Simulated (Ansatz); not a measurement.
**Preparing LiMgVO4 (Cmcm) as a host crystal**

Before any defect goes in: LiMgVO4 (Cmcm) at rest, and how it screens a charge.

Main program and level: Ansatz 0.2.0; plane-wave PAW DFT, PBEsol; relaxation of the host's cell and atoms, in the first sound run; inputs show where later runs differ.

### 1. Starting point

It takes space group Cmcm (No. 63, orthorhombic). Conventional cell: a = 5.714 Å, b = 8.714 Å, c = 6.323 Å, α = 90.00°, β = 90.00°, γ = 90.00°. Li has 4 O at 1.96 to 2.12 Å nearest. Nearest to Mg lie 6 O at 2.10 to 2.15 Å. Nearest to V lie 4 O at 1.71 to 1.78 Å. O has 1 V at 1.71 Å and 1 Li at 1.96 Å and 1 Mg at 2.10 Å nearest. Nearest to O lie 1 V at 1.78 Å and 1 Li at 2.12 Å and 2 Mg at 2.15 Å. Farther neighbours and most contacts between anions are not listed.

### 2. Host cell relaxation

Cell and atoms are relaxed together, until forces and stress fall under their thresholds.

cell/input.yaml reads:

```yaml
crystal:
  lattice:
    - [2.856953, -4.357164, 0.0]
    - [2.856953, 4.357164, 0.0]
    - [0.0, 0.0, 6.32334]
  atoms:
    - { symbol: Li, position: [0.837298, 0.162702, 0.75] }
    - { symbol: Li, position: [0.162702, 0.837298, 0.25] }
    - { symbol: Mg, position: [0.5, 0.5, 0.5] }
    - { symbol: Mg, position: [0.5, 0.5, 0.0] }
    - { symbol: V, position: [0.145813, 0.854187, 0.75] }
    - { symbol: V, position: [0.854187, 0.145813, 0.25] }
    - { symbol: O, position: [0.260065, 0.739935, 0.970546] }
    - { symbol: O, position: [0.734394, 0.774089, 0.25] }
    - { symbol: O, position: [0.265606, 0.225911, 0.75] }
    - { symbol: O, position: [0.739935, 0.260065, 0.470546] }
    - { symbol: O, position: [0.739935, 0.260065, 0.029454] }
    - { symbol: O, position: [0.774089, 0.734394, 0.75] }
    - { symbol: O, position: [0.225911, 0.265606, 0.25] }
    - { symbol: O, position: [0.260065, 0.739935, 0.529454] }
basis:
  ecutwfc: 420
  xc_grid: 2
hamiltonian:
  xc: pbesol
kpoints:
  mp_grid: { grid: [6, 6, 5] }
scf:
  occupations: { method: fixed }
  max_iter: 100
relax:
  f_tol: 0.005
  max_steps: 60
  cell: {}
output:
  forces: true
  stress: true
checkpoint:
  write: "../cell.run"
  compress: false
  write_wavefunctions: false
  write_every: 100000
```

Launch:

```
$ ansatz run input.yaml --threads 4 --pin off --max-ram 7536MiB --backend cpu --events-out ev --progress --plain --runs-dir out
```

Numbers of over 12 decimals in the logs are rounded to 6 here.

Output:

```text
[... repeated set-up lines and file paths are left out, and long positions are rounded to six places ...]
Engine: ansatz 0.2.0, aarch64-unknown-linux-gnu
Pseudopotentials: kind: paw
Pseudopotential: Li, paw, valence charge 3, recommended cutoff 420 eV (normal), Li.paw.azcp
Pseudopotential: Mg, paw, valence charge 10, recommended cutoff 420 eV (normal), Mg.paw.azcp
Pseudopotential: V, paw, valence charge 13, recommended cutoff 420 eV (normal), V.paw.azcp
Pseudopotential: O, paw, valence charge 6, recommended cutoff 420 eV (normal), O.paw.azcp
Functional definition: PBEsol
  exchange = pbesol_x
  correlation = pbesol_c
Crystal: 14 atoms, lattice volume = 157.429 Å³
Basis set: ecut = 420 eV, 3071 PW (Γ), exchange–correlation on 72×72×90 points (8 copies of the dense FFT grid, shifted against one another)
Bands: 64, of which v1, the nominal top of the filled ones, is band 50 counted from 1 (49 counted from 0)
Symmetry: 8 space group operations
Space group: Cmcm (ITA 63), of the structure as read, at distance tolerance 5.4e-5 Å
k-points: 39 of 180
Non-local potential: Li, projectors of the file, l = 0: 3, l = 1: 2, l = 2: 1
Non-local potential: Mg, projectors of the file, l = 0: 3, l = 1: 2, l = 2: 1
Non-local potential: V, projectors of the file, l = 0: 3, l = 1: 2, l = 2: 3, l = 3: 1
Non-local potential: O, projectors of the file, l = 0: 2, l = 1: 2, l = 2: 1
PAW form: soft (Blöchl's): semilocal exchange-correlation on the pseudo side does not see the compensation charge
PAW frozen core: Mg, regenerated for the run's functional, and the local potential with it (the file was generated under x = pbe(κ = 0.804, μ = 0.219515), c = pbe(β = 0.066725))
PAW frozen core: V, regenerated for the run's functional, and the local potential with it (the file was generated under x = pbe(κ = 0.804, μ = 0.219515), c = pbe(β = 0.066725))
PAW frozen core: O, regenerated for the run's functional, and the local potential with it (the file was generated under x = pbe(κ = 0.804, μ = 0.219515), c = pbe(β = 0.066725))
PAW one-centre angular grid: Li, 110 points (default); XC on 64 Gauss nodes
PAW one-centre angular grid: Mg, 110 points (default); XC on 64 Gauss nodes
PAW one-centre angular grid: V, 590 points (default); XC on 64 Gauss nodes
PAW one-centre angular grid: O, 110 points (default); XC on 64 Gauss nodes
Initial density: superposition of atomic densities (neutral atoms: chi_scale 0, normalization atom), corrected by the library's trained network
Initial wavefunctions: pseudopotential atomic-orbital guess
Functional: x = pbesol(κ = 0.804, μ = 0.123457), c = pbesol(β = 0.046)
SCF iter   1: F=—  HF=-14502.691965 eV  |F-HF|=—  |Δ(HF+E_count)|=         —  Δρ=1.48e-2  dr2=2.94e-1  ethr=1.77e-3  ⟨swp⟩=4.0  Hψ=8335  notcnv=0  defer=392
preconditioner: auto → Resta (q_TF=auto, 2.530 Å⁻¹)  ε∞=5.6  [insulator: Δε(μ)=3.103 eV  Ē_g=11.099 eV  n_scr=44 (ndim 8)  ℏωp=23.7 eV  f_vac=0.022  ε∞_Penn≈5.6]
SCF iter   2: F=—  HF=-14502.652392 eV  |F-HF|=—  |Δ(HF+E_count)|=   3.96e-2  Δρ=1.12e-2  dr2=2.25e-1  ethr=2.94e-4  ⟨swp⟩=2.0  Hψ=3870  notcnv=0  defer=415
SCF iter   3: F=—  HF=-14502.626765 eV  |F-HF|=—  |Δ(HF+E_count)|=   2.56e-2  Δρ=3.15e-3  dr2=1.68e-2  ethr=2.25e-4  ⟨swp⟩=2.0  Hψ=3183  notcnv=0  defer=208
automatic band count: iteration 3 solves 59 bands in place of 64: the levels show a gap, and the empty bands left out lie too high to hold charge; the band table lists the bands solved (type scf.n_extra_bands for more)
SCF iter   4: F=—  HF=-14502.624268 eV  |F-HF|=—  |Δ(HF+E_count)|=   2.50e-3  Δρ=9.06e-4  dr2=1.26e-3  ethr=1.68e-5  ⟨swp⟩=2.0  Hψ=3120  notcnv=0  defer=273
SCF iter   5: F=—  HF=-14502.624371 eV  |F-HF|=—  |Δ(HF+E_count)|=   1.03e-4  Δρ=5.47e-4  dr2=4.35e-4  ethr=1.26e-6  ⟨swp⟩=2.0  Hψ=3361  notcnv=0  defer=265
SCF iter   6: F=—  HF=-14502.624341 eV  |F-HF|=—  |Δ(HF+E_count)|=   2.99e-5  Δρ=1.25e-4  dr2=2.23e-5  ethr=4.35e-7  ⟨swp⟩=2.0  Hψ=3020  notcnv=0  defer=195
SCF iter   7: F=—  HF=-14502.624292 eV  |F-HF|=—  |Δ(HF+E_count)|=   4.88e-5  Δρ=2.93e-5  dr2=1.28e-6  ethr=2.23e-8  ⟨swp⟩=2.2  Hψ=3443  notcnv=0  defer=195
SCF iter   8: F=—  HF=-14502.624293 eV  |F-HF|=—  |Δ(HF+E_count)|=   7.98e-7  Δρ=8.47e-6  dr2=1.25e-7  ethr=1.28e-9  ⟨swp⟩=2.1  Hψ=3204  notcnv=0  defer=195
SCF iter   9: F=-14502.624293 eV  HF=-14502.624293 eV  |F-HF|=3.02e-10  |Δ(HF+E_count)|=   4.54e-8  Δρ=1.49e-6  dr2=4.54e-9  ethr=1.00e-10  ⟨swp⟩=3.9  Hψ=6612  notcnv=0
SCF 1 converged in 9 iterations: F = -14502.624293 eV  dr2 = 4.54e-9
  greatest PAW one-centre occupation: 1.000 electrons in one spin orbital (limit 2), on the Mg atom at site 3 (counted from 0), in its partial waves of l = 0
relax step   1: F+E_penalty+E_count = -14502.62429298 eV  Δ(F+E_penalty+E_count) = +0.000e0 eV  max|allowed force component| = 8.841e-1 eV/Å  Δτ_max = 0.0000 Å  P = -7.870 GPa  Ω = 157.429 Å³  (9 SCF iters, dr2 threshold 1.00e-7 eV, accepted)
[... the SCF cycles and remarks between the steps are left out from here to the last step ...]
relax step   2: F+E_penalty+E_count = -14502.81873368 eV  Δ(F+E_penalty+E_count) = -1.944e-1 eV  max|allowed force component| = 3.277e-1 eV/Å  Δτ_max = 0.0069 Å  P = -3.226 GPa  Ω = 153.239 Å³  energy of the carried Pulay correction = +1.713e-2 eV  (7 SCF iters, dr2 threshold 1.40e-6 eV, accepted)
relax step   3: F+E_penalty+E_count = -14502.86308808 eV  Δ(F+E_penalty+E_count) = -4.435e-2 eV  max|allowed force component| = 6.390e-2 eV/Å  Δτ_max = 0.0088 Å  P = +0.218 GPa  Ω = 150.310 Å³  energy of the carried Pulay correction = +2.939e-2 eV  (7 SCF iters, dr2 threshold 1.40e-6 eV, accepted)
relax step   4: F+E_penalty+E_count = -14502.86361776 eV  Δ(F+E_penalty+E_count) = -5.297e-4 eV  max|allowed force component| = 1.095e-2 eV/Å  Δτ_max = 0.0025 Å  P = +0.001 GPa  Ω = 150.330 Å³  energy of the carried Pulay correction = +2.931e-2 eV  (6 SCF iters, dr2 threshold 3.47e-7 eV, accepted)
relax step   5: F+E_penalty+E_count = -14502.86376329 eV  Δ(F+E_penalty+E_count) = -1.455e-4 eV  max|allowed force component| = 3.443e-3 eV/Å  Δτ_max = 0.0008 Å  P = -0.011 GPa  Ω = 150.304 Å³  energy of the carried Pulay correction = +2.941e-2 eV  (6 SCF iters, dr2 threshold 7.50e-9 eV, accepted)
relax step   6: F+E_penalty+E_count = -14502.84103591 eV  Δ(F+E_penalty+E_count) = +2.273e-2 eV  max|allowed force component| = 2.775e-3 eV/Å  Δτ_max = 0.0000 Å  P = -0.299 GPa  Ω = 150.304 Å³  stress off target by 3.03e-1 GPa  SCF on the basis re-selected at this cell (its energy is not comparable with the rows above)  (7 SCF iters)
relax step   7: F+E_penalty+E_count = -14502.84340496 eV  Δ(F+E_penalty+E_count) = -2.369e-3 eV  max|allowed force component| = 1.830e-2 eV/Å  Δτ_max = 0.0026 Å  P = -0.005 GPa  Ω = 149.820 Å³  energy of the carried Pulay correction = +2.014e-3 eV  (6 SCF iters, dr2 threshold 2.30e-7 eV, accepted)
relax step   8: F+E_penalty+E_count = -14502.84328582 eV  Δ(F+E_penalty+E_count) = +1.191e-4 eV  max|allowed force component| = 4.805e-3 eV/Å  Δτ_max = 0.0011 Å  P = +0.003 GPa  Ω = 149.863 Å³  energy of the carried Pulay correction = +1.837e-3 eV  (7 SCF iters, dr2 threshold 2.09e-8 eV, accepted)
iter 1 solved again at ethr=3.28e-9 eV; its pass at ethr=3.10e-3 eV (dr2=3.28e-6 eV) is discarded
SCF iter   1: F=—  HF=-14502.841385 eV  |F-HF|=—  |Δ(HF+E_count)|=         —  Δρ=2.78e-5  dr2=1.81e-7  ethr=3.28e-9  ⟨swp⟩=4.2  Hψ=15736  notcnv=0  defer=467
SCF iter   2: F=—  HF=-14502.841361 eV  |F-HF|=—  |Δ(HF+E_count)|=   2.40e-5  Δρ=1.38e-5  dr2=8.47e-8  ethr=1.81e-10  ⟨swp⟩=2.0  Hψ=4056  notcnv=0  defer=467
SCF iter   3: F=—  HF=-14502.841361 eV  |F-HF|=—  |Δ(HF+E_count)|=   5.15e-8  Δρ=8.96e-6  dr2=7.49e-8  ethr=8.47e-11  ⟨swp⟩=2.0  Hψ=3023  notcnv=0  defer=467
SCF iter   4: F=—  HF=-14502.841361 eV  |F-HF|=—  |Δ(HF+E_count)|=   4.22e-9  Δρ=2.43e-6  dr2=3.47e-9  ethr=7.49e-11  ⟨swp⟩=2.0  Hψ=2912  notcnv=0  defer=467
SCF iter   5: F=-14502.841361 eV  HF=-14502.841361 eV  |F-HF|=1.64e-11  |Δ(HF+E_count)|=   1.48e-9  Δρ=3.01e-7  dr2=7.99e-11  ethr=1.00e-12  ⟨swp⟩=3.0  Hψ=8874  notcnv=0
SCF 9 converged in 5 iterations: F = -14502.841361 eV  dr2 = 7.99e-11
relax step   9: F+E_penalty+E_count = -14502.84136124 eV  Δ(F+E_penalty+E_count) = +1.925e-3 eV  max|allowed force component| = 4.713e-3 eV/Å  Δτ_max = 0.0000 Å  P = -0.009 GPa  Ω = 149.863 Å³  stress off target by 1.05e-2 GPa  SCF on the basis re-selected at this cell (its energy is not comparable with the rows above)  (5 SCF iters)
basis re-selected at this cell: Δ(F+E_penalty+E_count) = +1.925e-3 eV, ΔP = -0.012 GPa vs the last step (what re-selecting the basis moved, of the pressure what is left beyond the Pulay correction that the steps carried, after the strain that the cell walked [...]
SCF converged after 5 iterations
Free energy (F): -14502.841361 eV
Harris-Foulkes:  -14502.841361 eV  (|F-HF|=1.64e-11)
Internal energy: -14502.841361 eV  (E = F + TS)
E sigma→0 (E₀):  -14502.841361 eV
Fermi energy:    5.306758 eV
--- Per-component energies (eV) ---
  E_band       = -1458.309723
  E_kinetic    = 2273.165403
  E_local      = -9042.805955  (includes V_loc(G=0)·N_el)
  E_nonlocal   = 413.249212
  E_hartree    = 3414.475746
  E_xc         = -922.848655
  E_vxc        = -1182.693453  (∫ρ·V_xc dr)
  E_paw        = -3987.722222  (= ΣΔE_a)
  E_vpaw       = -748.196560  (= ΣTr[D̂ρ^β])
  E_aug_tail   = 0.020307  (compensation charges beyond the density's cutoff)
  E_ewald      = -6651.074583
  E_core_change = 0.699386  (= ΣΔE_core)
  E_smearing   = -0.000000  (= −TS)
  E_closure    = -0.000000  (closes the sum)
  Σ components = -14502.841361   (vs F -14502.841361, Δ=0.00e0)
--- Forces (eV/Å), atoms counted from 1 ---
  atom   1  Li     0.00000000     0.00061669     0.00000000
  atom   2  Li    -0.00000000    -0.00061669     0.00000000
  atom   3  Mg     0.00000000     0.00000000     0.00000000
  atom   4  Mg     0.00000000     0.00000000     0.00000000
  atom   5  V      0.00000000    -0.00471342    -0.00000000
  atom   6  V     -0.00000000     0.00471342     0.00000000
  atom   7  O     -0.00000000     0.00250234    -0.00130971
  atom   8  O     -0.00059463    -0.00140338     0.00000000
  atom   9  O      0.00059463     0.00140338    -0.00000000
  atom  10  O      0.00000000    -0.00250234    -0.00130971
  atom  11  O      0.00000000    -0.00250234     0.00130971
  atom  12  O     -0.00059463     0.00140338    -0.00000000
  atom  13  O      0.00059463    -0.00140338     0.00000000
  atom  14  O     -0.00000000     0.00250234     0.00130971
  max |Σ_I F_I| component: 3.47e-18 eV/Å
--- Stress (GPa, compression-positive) ---
       -0.008219      -0.000000       0.000000
       -0.000000      -0.009695       0.000000
        0.000000       0.000000      -0.010537
  P = ⅓ Tr σ = -0.0095 GPa (-0.095 kbar)
--- Relaxed structure (7 steps of the walk, 7 accepted, 2 SCFs on fresh bases) ---
  F+E_penalty+E_count = -14502.84136124 eV   max|allowed force component| = 4.713e-3 eV/Å   (the final SCF, on the basis selected at the relaxed cell)
  cell:  # Å, volume = 149.8633 Å³
    - [2.808571, -4.285862, 7.718366011522388e-18]
    - [2.808571, 4.285862, -7.71836601152239e-18]
    - [0, -1.1201288851027864e-17, 6.225032]
  atoms:
    - { symbol: Li, position: [0.837645, 0.162355, 0.750000] }
    - { symbol: Li, position: [0.162355, 0.837645, 0.25] }
    - { symbol: Mg, position: [0.5, 0.5, 0.5] }
    - { symbol: Mg, position: [0.5, 0.5, 0] }
    - { symbol: V, position: [0.145312, 0.854688, 0.750000] }
    - { symbol: V, position: [0.854688, 0.145312, 0.25] }
    - { symbol: O, position: [0.258796, 0.741204, 0.970144] }
    - { symbol: O, position: [0.734912, 0.774712, 0.25] }
    - { symbol: O, position: [0.265088, 0.225288, 0.750000] }
    - { symbol: O, position: [0.741204, 0.258796, 0.470144] }
    - { symbol: O, position: [0.741204, 0.258796, 0.029856] }
    - { symbol: O, position: [0.774712, 0.734912, 0.750000] }
    - { symbol: O, position: [0.225288, 0.265088, 0.25] }
    - { symbol: O, position: [0.258796, 0.741204, 0.529856] }
```

It took 47 s on 4 threads of Arm Neoverse V1, shared host; peak memory 0.73 GiB; 3 min of CPU time.

The steps of the relaxation:

| step | energy less that of the first step (eV) | largest force component (eV/Å) | pressure (GPa) | volume (Å³) |
| --- | --- | --- | --- | --- |
| 1 | 0.0000 | 0.8841 | -7.87 | 157.43 |
| 2 | -0.1944 | 0.3277 | -3.23 | 153.24 |
| 3 | -0.2388 | 0.0639 | 0.22 | 150.31 |
| 4 | -0.2393 | 0.0110 | 0.00 | 150.33 |
| 5 | -0.2395 | 0.0034 | -0.01 | 150.30 |
| 6 | -0.2167 | 0.0028 | -0.30 | 150.30 |
| 7 | -0.2191 | 0.0183 | -0.01 | 149.82 |
| 8 | -0.2190 | 0.0048 | 0.00 | 149.86 |
| 9* | -0.2171 | 0.0047 | -0.01 | 149.86 |

Relaxation steps marked * repeat the geometry before them on a plane-wave basis chosen anew for their cell, so energy and pressure can jump there. The log counts 2 steps on a newly chosen plane-wave basis, not all of them marked here; energy and pressure can jump at such steps.

Forces are held to the 8 operations that the run works with; a distortion that breaks them can't arise in this run.

| conventional cell, symmetrised | before | after | change |
| --- | --- | --- | --- |
| a (Å) | 5.714 | 5.617 | -1.7 % |
| b (Å) | 8.714 | 8.572 | -1.6 % |
| c (Å) | 6.323 | 6.225 | -1.6 % |
| volume (Å³/atom) | 11.24 | 10.70 | -4.8 % |

The atoms that moved most (Å, as changes of fractional coordinates times the final cell):

| atom | dx | dy | dz | length |
| --- | --- | --- | --- | --- |
| O10 | 0.000 | -0.011 | -0.003 | 0.011 |
| O7 | 0.000 | 0.011 | -0.003 | 0.011 |
| O14 | 0.000 | 0.011 | 0.003 | 0.011 |
| O11 | 0.000 | -0.011 | 0.003 | 0.011 |

This step gave:

| Quantity | Value |
| --- | --- |
| pressure | -0.009484 GPa |

The relaxation ends with a largest force component of 0.0047 eV/Å and a pressure of -0.01 GPa.

(Continued in part 2 of 4.)

[Logs are printed without paths, hosts, clocks, repeated set-up lines and the standing remarks that a program may print on its own settings, such as how far it seeks lower states.]

[Hosts, paths, dates, database ids (printed as entryN), source tags and the programs' standing remarks are cut or masked in the printed files.]

[Runs of the host that timed out are not shown.]

[For some hosts the program warned that the k-mesh of the response run may be too coarse for force constants and the static dielectric constant; such warnings are not always shown.]
